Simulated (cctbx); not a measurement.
**What resolution and counting buy: SiPt5W**

Space group P4/mmm (no. 123), a = 3.9540 Å, b = 3.9540 Å, c = 6.8660 Å, α = 90.00°, β = 90.00°, γ = 90.00°.

| atom | mult. | x | y | z | Ueq (Å²) |
| --- | --- | --- | --- | --- | --- |
| Pt1 | 1 | 0 | 0 | 0 | 0.0080 |
| Pt2 | 4 | 1/2 | 0 | 0.7001 | 0.0060 |
| W1 | 1 | 1/2 | 1/2 | 0 | 0.0035 |
| Si1 | 1 | 0 | 0 | 1/2 | 0.0098 |

The model is made up (kin elements in a known structure type, no relaxation), so it says nothing on whether the phase exists.

Five simulated data sets (cctbx; Ag Kα, λ = 0.56087 Å; 2 % proportional error) differ in resolution or exposure (noise floor 15 counts in the first three, 8 in the last two). Each is refined with the right model, isotropic at 1.1 Å and anisotropic otherwise. How do the figures of merit and the uncertainties move?

| d min (Å) | top counts | ⟨I/σ⟩ (unmerged, absences included) | unique | param. (scale apart) | Rint | R1 | GooF | largest s.u. xyz (fractional) | s.u. U of Si1 (Å²) | largest error (Å) |
| --- | --- | --- | --- | --- | --- | --- | --- | --- | --- | --- |
| 1.1 | 40000 | 19.0 | 39 | 5 | 0.014 | 0.0190 | 2.73 | 0.00021 | 0.0069 | 0.0022 |
| 0.84 | 40000 | 16.9 | 81 | 10 | 0.017 | 0.0079 | 0.91 | 0.00004 | 0.0016 | 0.0003 |
| 0.6 | 40000 | 14.7 | 194 | 10 | 0.021 | 0.0094 | 0.95 | 0.00002 | 0.0009 | 0.0001 |
| 0.75 | 300 | 1.9 | 106 | 10 | 0.235 | 0.0485 | 0.99 | 0.00054 | 0.0162 | 0.0015 |
| 0.75 | 3000 | 7.4 | 106 | 10 | 0.046 | 0.0156 | 1.00 | 0.00011 | 0.0045 | 0.0004 |

GooF reaches 2.73 where the model lacks something that the data hold (anisotropy at the isotropic level, for one). The s.u. of U for Si1 goes 0.0069, 0.0016, 0.0009 Å² with resolution and 0.0162, 0.0045 Å² with exposure.

The 1.1 Å row also differs in its displacement model, so it isn't a clean test of resolution.

Hardware for the 0.6 Å refinement: 0.52 s on 1 thread of Arm Neoverse N1, on a shared host, peak memory 0.09 GiB.
